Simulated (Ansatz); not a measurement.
# Liquid K2Si2O5 (108 atoms) by DFT dynamics, part 2 of 3

What local order and mobility does K2Si2O5 (108 atoms) show in DFT dynamics?

Ansatz 0.2.0; Kohn-Sham DFT, PBE, PAW (set soft_2), plane waves.

The cell: 24 K, 60 O and 24 Si. Sampling is at Γ alone, for a cell whose shortest periodic width is 13 Å.

So far. Step 3 (Melting at 3000 K): Over the second half of 870 fs the temperature averages 3085 K with swings of 242 K r.m.s. From first frame to last O has the largest mean square displacement, 7.5 Å² at the end; the farthest move is 6.63 Å. By the end of the lags followed (0.43 ps), the least mobile element has a mean square displacement of 2.1 Å², too little over such short lags to show that the memory of the start is lost. The run spans 0.87 ps, too short for its means to be equilibrium values.

### Step 5. Liquid at 1350 K

The hot cell is sampled with a Nosé–Hoover thermostat, which disturbs diffusion little, and with stress on.

input.yaml reads:

```yaml
crystal:
  lattice:
    - [12.5191, 0.0, 0.0]
    - [0.0, 12.5191, 0.0]
    - [0.0, 0.0, 12.5191]
  atoms:
    - { symbol: K, position: [0.83496, 0.24472, 0.66511] }
    - { symbol: K, position: [0.97109, 0.99158, 0.73187] }
    - { symbol: K, position: [0.01179, 0.00515, 0.00787] }
    - { symbol: K, position: [0.31721, 0.54541, 0.89846] }
    - { symbol: K, position: [0.24718, 0.30228, 0.57719] }
    - { symbol: K, position: [0.51416, 0.45301, 0.70391] }
    - { symbol: K, position: [0.24992, 0.86313, 0.86495] }
    - { symbol: K, position: [0.89424, 0.45059, 0.53342] }
    - { symbol: K, position: [0.62815, 0.77576, 0.39056] }
    - { symbol: K, position: [0.80108, 0.1694, 0.32162] }
    - { symbol: K, position: [0.31238, 0.98696, 0.37491] }
    - { symbol: K, position: [0.37459, 0.59056, 0.33305] }
    - { symbol: K, position: [0.70637, 0.1167, 0.86173] }
    - { symbol: K, position: [0.46755, 0.73111, 0.54945] }
    - { symbol: K, position: [0.47692, 0.86055, 0.09666] }
    - { symbol: K, position: [0.82668, 0.22198, 0.03481] }
    - { symbol: K, position: [0.7448, 0.69734, 0.66958] }
    - { symbol: K, position: [0.68427, 0.00497, 0.59493] }
    - { symbol: K, position: [0.69781, 0.47437, 0.20758] }
    - { symbol: K, position: [0.28961, 0.35957, 0.15646] }
    - { symbol: K, position: [0.39841, 0.1341, 0.84856] }
    - { symbol: K, position: [0.54186, 0.06981, 0.25298] }
    - { symbol: K, position: [0.11673, 0.26739, 0.92928] }
    - { symbol: K, position: [0.17737, 0.74215, 0.17284] }
    - { symbol: O, position: [0.96856, 0.63607, 0.01786] }
    - { symbol: O, position: [0.07188, 0.44919, 0.74652] }
    - { symbol: O, position: [0.375, 0.23108, 0.39266] }
    - { symbol: O, position: [0.17471, 0.95711, 0.72382] }
    - { symbol: O, position: [0.77051, 0.55173, 0.97281] }
    - { symbol: O, position: [0.54473, 0.39481, 0.39391] }
    - { symbol: O, position: [0.11343, 0.5457, 0.56247] }
    - { symbol: O, position: [0.41099, 0.94253, 0.82473] }
    - { symbol: O, position: [0.58885, 0.1889, 0.45612] }
    - { symbol: O, position: [0.65512, 0.36533, 0.58079] }
    - { symbol: O, position: [0.37743, 0.53185, 0.14045] }
    - { symbol: O, position: [0.01297, 0.74293, 0.45725] }
    - { symbol: O, position: [0.9472, 0.44357, 0.93259] }
    - { symbol: O, position: [0.83619, 0.42017, 0.76343] }
    - { symbol: O, position: [0.20855, 0.68092, 0.41083] }
    - { symbol: O, position: [0.9101, 0.12456, 0.53226] }
    - { symbol: O, position: [0.95728, 0.82031, 0.10447] }
    - { symbol: O, position: [0.28904, 0.02436, 0.59046] }
    - { symbol: O, position: [0.46283, 0.72713, 0.79676] }
    - { symbol: O, position: [0.86474, 0.71981, 0.27085] }
    - { symbol: O, position: [0.55474, 0.27456, 0.10507] }
    - { symbol: O, position: [0.81145, 0.93208, 0.2342] }
    - { symbol: O, position: [0.42463, 0.33556, 0.92788] }
    - { symbol: O, position: [0.61454, 0.57108, 0.84782] }
    - { symbol: O, position: [0.07552, 0.18121, 0.36246] }
    - { symbol: O, position: [0.82867, 0.83223, 0.93097] }
    - { symbol: O, position: [0.63029, 0.18445, 0.68569] }
    - { symbol: O, position: [0.35192, 0.83028, 0.66086] }
    - { symbol: O, position: [0.22549, 0.96119, 0.0314] }
    - { symbol: O, position: [0.13913, 0.66286, 0.72733] }
    - { symbol: O, position: [0.27762, 0.52028, 0.70671] }
    - { symbol: O, position: [0.61228, 0.78016, 0.93574] }
    - { symbol: O, position: [0.56455, 0.65123, 0.18595] }
    - { symbol: O, position: [0.12614, 0.88693, 0.31173] }
    - { symbol: O, position: [0.0428, 0.31556, 0.53224] }
    - { symbol: O, position: [0.79284, 0.67934, 0.48022] }
    - { symbol: O, position: [0.57089, 0.85776, 0.69247] }
    - { symbol: O, position: [0.19384, 0.84935, 0.52065] }
    - { symbol: O, position: [0.94015, 0.16556, 0.18247] }
    - { symbol: O, position: [0.66542, 0.95404, 0.03475] }
    - { symbol: O, position: [0.90448, 0.45213, 0.12399] }
    - { symbol: O, position: [0.73976, 0.46254, 0.43378] }
    - { symbol: O, position: [0.98478, 0.5844, 0.38587] }
    - { symbol: O, position: [0.12233, 0.52669, 0.15561] }
    - { symbol: O, position: [0.56925, 0.47756, 0.04258] }
    - { symbol: O, position: [0.2345, 0.16706, 0.73217] }
    - { symbol: O, position: [0.35336, 0.07587, 0.15433] }
    - { symbol: O, position: [0.11541, 0.12513, 0.5675] }
    - { symbol: O, position: [0.77584, 0.76231, 0.09735] }
    - { symbol: O, position: [0.07493, 0.32844, 0.19506] }
    - { symbol: O, position: [0.94213, 0.61342, 0.79317] }
    - { symbol: O, position: [0.97542, 0.80561, 0.69294] }
    - { symbol: O, position: [0.14917, 0.11765, 0.17087] }
    - { symbol: O, position: [0.91349, 0.14675, 0.88074] }
    [... 24 atom lines left out ...]
    - { symbol: Si, position: [0.86854, 0.65037, 0.37855] }
    - { symbol: Si, position: [0.15334, 0.53707, 0.69229] }
    - { symbol: Si, position: [0.53463, 0.6829, 0.88773] }
    - { symbol: Si, position: [0.19728, 0.08612, 0.64976] }
    - { symbol: Si, position: [0.52467, 0.34616, 0.01558] }
    - { symbol: Si, position: [0.12246, 0.81021, 0.40825] }
kpoints:
  mp_grid: { grid: [1, 1, 1] }
hamiltonian:
  xc: pbe
scf:
  occupations: { method: fermi_dirac, width: 0.116 }
output:
  forces: true
  stress: true
md:
  timestep: 1.5
  n_steps: 1700
  ensemble: nvt_nose_hoover
  temperature: 1350
  initial_velocities: maxwell_boltzmann
  seed: 6328
```

Started as:

```bash
$ ansatz run input.yaml --threads 32 --pin off --max-ram 143360MiB --backend cuda --events-out ev --progress --plain --runs-dir out
```

Run time: 11 min. Hardware: 1 × NVIDIA GB200 with 32 threads of Arm Neoverse V2, shared host; peak memory 1.5 GiB; 62 min of CPU time.

That memory is the host's.

The program notes that the SCF threshold is loose for the stress.

Rows from the run:

```
time (fs)  T (K)  potential (meV/atom)  conserved (meV/atom)
      0.0   1350                   0.0                  0.00
    189.0   1290                 -23.5                 -0.09
    346.5   1352                 -37.7                 -0.10
    513.0   1515                 -52.0                 -0.15
    694.5   1299                 -48.2                 -0.36
    864.0   1341                 -68.2                 -0.21
   1042.5   1223                 -89.0                 -0.26
   1215.0   1273                 -82.4                 -0.30
   1377.0   1338                 -71.1                 -0.25
   1539.0   1614                 -89.4                 -0.33
   1728.0   1356                 -93.4                 -0.35
   1863.0   1040                 -65.9                 -0.29
   2052.0   1407                 -83.4                 -0.07
   2214.0   1333                 -99.1                 -0.41
   2376.0   1337                -113.9                 -0.30
   2550.0   1323                -109.5                 -0.36
```

Mean square displacement from the first frame to the last: K 7.1 Å², O 1.9 Å², Si 1.2 Å².

Mean square displacement against time lag:

```
time lag (fs)  K (Å²)  O (Å²)  Si (Å²)
            2  2.2e-4  4.5e-4   2.5e-4
           54   0.246   0.235    0.101
          106   0.711   0.451    0.211
          160    1.13   0.643    0.322
          266    1.71   0.898    0.487
          320    1.93   0.995    0.543
          372    2.08    1.07    0.585
          426    2.19    1.13    0.608
          478    2.26    1.16    0.621
          531    2.33    1.17    0.625
          585    2.41    1.19    0.627
          690    2.55    1.21    0.634
          744    2.63    1.21    0.636
          796    2.71    1.23    0.649
          850    2.79    1.26    0.674
          903    2.86    1.29    0.705
          956    2.94    1.34    0.743
         1010    3.05    1.40    0.794
         1114    3.26    1.53    0.887
         1168    3.38    1.57    0.915
         1221    3.50    1.59    0.932
         1275    3.62    1.63    0.955
```

The vibrational density of states has structure finer than the step of the table below, so its rows give means over 50 cm⁻¹, whole bins alone (the curve runs from 0 to 1495 cm⁻¹). Peaks (cm⁻¹: height): K 73.5: 1.68; O 98.0: 1.06, 187.9: 0.939, 228.7: 1.03, 302.3: 1.03, 441.2: 0.748, 588.2: 0.48, 833.3: 0.364; Si 49.0: 0.346, 81.7: 0.343, 326.8: 0.327, 384.0: 0.278, 433.0: 0.243, 588.2: 0.259, 620.9: 0.282.

From 1361 steps of 1.5 fs, resolution about 16 cm-1. The vibrational density of states by wavenumber; means over each step; values in 1e-3 per cm⁻¹:

```
wavenumber (cm⁻¹)        K        O       Si
               50     1.43    0.784    0.299
              100     1.50    0.982    0.303
              150     1.09    0.693    0.204
              200    0.347    0.845    0.196
              250    0.139    0.946    0.189
              300   0.0664    0.933    0.248
              350   0.0330    0.655    0.256
              400   0.0180    0.575    0.223
              450   0.0121    0.568    0.212
              500  0.00546    0.386    0.184
              550  0.00447    0.362    0.181
              600  0.00257    0.395    0.230
              650  0.00135    0.276    0.220
              700   8.8e-4    0.194    0.180
              750   6.6e-4    0.228    0.176
              800   4.6e-4    0.255    0.116
              850   2.9e-4    0.277    0.107
              900   2.6e-4    0.266    0.104
              950   2.1e-4    0.279    0.113
             1000   1.7e-4    0.245    0.136
             1050   1.1e-4    0.242    0.148
             1100   8.0e-5    0.150   0.0973
             1150   4.3e-5   0.0516   0.0356
             1200   2.4e-5   0.0206   0.0124
             1250   1.8e-5   0.0143  0.00657
             1300   1.3e-5   0.0103  0.00475
             1350   8.5e-6  0.00658  0.00333
             1400   5.4e-6  0.00564  0.00309
             1450   3.3e-6  0.00533  0.00235
```

Over the second half of 2550 fs the temperature averages 1354 K with swings of 95 K r.m.s. The conserved energy stays within 0.65 meV/atom, peak to peak. From first frame to last K has the largest mean square displacement, 7.1 Å² at the end; the farthest move is 6.22 Å. By the end of the lags followed (1.27 ps), the least mobile element has a mean square displacement of 0.95 Å². The potential energy still drifts by -27 meV/atom between the last two quarters, so the cell isn't at equilibrium and its averages are those of a relaxing fluid. The slope of the later half of the mean square displacement gives diffusion coefficients of about 2.9e-5 cm²/s (K); over so short a run these are rough. The vibrational density of states (K) has its highest peak at 73.5 cm⁻¹. The run spans 2.55 ps, short against slow rearrangements.

### Step 6. Local order late in the run

The g(r) is a mean over the second half; what follows it is taken at the last frame.

Density 2.18 g/cm³, 18.17 Å³ an atom.

Mean of 14 frames. Pair distribution functions g(r), in bins of 0.2 Å:

```
r (Å)  total   O-O   O-K   O-Si   K-K  K-Si  Si-Si
 1.40   0.06  0.00  0.00   0.23  0.00  0.00   0.00
 1.60   3.03  0.00  0.00  12.30  0.00  0.00   0.00
 1.80   1.46  0.00  0.00   5.90  0.00  0.00   0.00
 2.00   0.06  0.00  0.01   0.22  0.00  0.00   0.00
 2.20   0.07  0.05  0.21   0.00  0.00  0.00   0.04
 2.40   0.59  0.87  1.10   0.00  0.00  0.00   0.90
 2.60   1.48  3.19  1.80   0.05  0.00  0.00   0.68
 2.80   1.61  3.35  1.78   0.13  0.24  0.10   1.84
 3.00   1.07  1.16  1.50   0.35  0.71  0.39   3.86
 3.20   0.82  0.37  1.12   0.59  0.85  1.23   2.42
 3.40   0.83  0.43  0.99   0.75  1.34  1.66   0.70
 3.60   0.93  0.49  0.86   1.07  1.58  2.21   0.02
 3.80   0.96  0.56  0.79   1.16  1.77  2.17   0.07
 4.00   1.01  0.70  0.91   1.26  1.44  1.75   0.19
 4.20   1.06  0.84  0.91   1.44  1.38  1.36   0.22
 4.40   0.98  0.91  1.00   1.11  1.08  1.01   0.57
 4.60   0.97  1.12  1.01   0.78  1.16  0.85   0.78
 4.80   0.95  1.13  1.12   0.66  0.86  0.84   0.81
 5.00   1.04  1.20  1.23   0.80  0.79  0.73   1.21
 5.20   1.00  1.19  1.15   0.79  0.81  0.66   1.05
 5.40   0.98  1.06  1.02   0.95  0.76  0.69   1.21
 5.60   0.95  0.95  0.94   0.99  0.83  0.82   1.23
 5.80   0.97  0.93  0.92   1.07  0.74  1.01   1.20
 6.00   0.98  0.92  0.94   1.06  0.90  1.09   1.06
 6.20   1.00  0.92  0.95   1.14  0.89  1.15   0.88
```

Bonds by pair of elements; cutoffs follow the first minimum of g(r), held within bounds set by covalent radii, and pairs that aren't listed don't count as bonded (cutoffs were set anew for this text, so counts can differ from the run's own analysis):

```
pair A-B  cutoff (Å)  bonds  mean length (Å)  spread (Å)  shortest (Å)  B about A  A about B
     O-K        3.58    143             2.97       0.342          2.15       2.38       5.96
    O-Si        2.16     96             1.68       0.086          1.49        1.6          4
```

How many atoms have how many bonded neighbours:

```
element  mean  2   3   4   5  6  7  8  9
      K  5.96  0   0   2   7  8  5  1  1
      O  3.98  1  19  23  14  3  0  0  0
     Si     4  0   0  24   0  0  0  0  0
```

Bond angles, per cent of each kind in bins of 5°:

```
angle (°)  K-O-Si  K-O-K  O-Si-O  Si-O-Si
    50–55     0.5    0.7     0.0      0.0
    55–60     0.0    0.7     0.0      0.0
    60–65     0.0    2.8     0.0      0.0
    65–70     1.5    4.2     0.0      0.0
    70–75     2.5    8.3     0.0      0.0
    75–80     6.5    9.7     0.0      0.0
    80–85     7.5   11.8     1.4      0.0
    85–90     7.0    9.0     2.1      5.4
    90–95    10.0    5.6     7.6      8.1
   95–100     7.5    6.2    10.4      5.4
  100–105    10.5    3.5    11.1      0.0
  105–110     7.5    5.6    22.9      2.7
  110–115     9.0    3.5    13.9      5.4
  115–120     5.0    5.6    16.7      8.1
  120–125     6.0    2.8     6.9     16.2
  125–130     1.0    2.8     4.9     13.5
  130–135     3.5    1.4     1.4      5.4
  135–140     5.0    2.1     0.7      8.1
  140–145     1.5    1.4     0.0      0.0
  145–150     2.5    4.2     0.0      8.1
  150–155     3.0    2.1     0.0      5.4
  155–160     0.5    2.1     0.0      5.4
  160–165     1.5    1.4     0.0      2.7
  165–170     0.5    1.4     0.0      0.0
  170–175     0.0    1.4     0.0      0.0
```

Bond angles (no mean is given where the spread exceeds 20°):

```
  angle  count  mean (°)  spread (°)
 K-O-Si    200         -           -
  K-O-K    144         -           -
 O-Si-O    144       109        10.7
Si-O-Si     37         -           -
```

Oxygen atoms by the number of network formers (Si, P, Ge, B, Al, As, Ga) bound to them:

```
network formers bound to O  O atoms  per cent
                         0        1       1.7
                         1       22      36.7
                         2       37      61.7
```

Network units: each former by its oxygen neighbours and how many of them bridge to another former:

```
former  O neighbours  bridging O  atoms
    Si             4           1      1
    Si             4           2      3
    Si             4           3     13
    Si             4           4      7
```

Bond length by coordination (bonds to H left out):

```
element  coordination  atoms  mean bond length (Å)
      K             4      2                  2.94
      K             5      7                  2.96
      K             6      8                  2.91
      K             7      5                  2.99
      K             8      1                  3.15
      K             9      1                  3.14
      O             2      1                  1.72
      O             3     19                  2.16
      O             4     23                  2.44
      O             5     14                  2.65
      O             6      3                  2.75
```

Rings of the network by King's shortest-path rule, up to 12 atoms, one path for each pair of neighbours; H, halogens, alkali and alkaline-earth atoms are left out, and the last column divides by all other atoms, bonded or not:

```
ring size (atoms)  rings  per network atom
                4      3             0.036
                6      6             0.071
                8      2             0.024
               10      3             0.036
               12      3             0.036
```

First main peaks of g(r), for some of the pairs, lie near 2.7 Å (O-O), 2.7 Å (O-K), 1.7 Å (O-Si), 3.9 Å (K-K), 3.7 Å (K-Si) and 3.0 Å (Si-Si). Counting bonds as in the table, 33 % of K atoms have 6, 38 % of O atoms have 4 and all Si atoms have 4 bonded neighbours. 62 % of the oxygens bridge two formers (Si) and 37 % are non-bridging; 2 % join none. The commonest Si unit has 4 oxygens, 3 of them shared with other formers (13 of 24 atoms). Rings of 6 atoms are the most common (35 % of those counted); sizes run from 4 to 12, where the search stops.

(Continued in part 3 of 3.)

[Logs are printed without paths, hosts, clocks, repeated set-up lines and the standing remarks that a program may print on its own settings, such as how far it seeks lower states.]

[Hosts, paths, dates, database ids (printed as entryN), source tags and the programs' standing remarks are cut or masked in the printed files.]
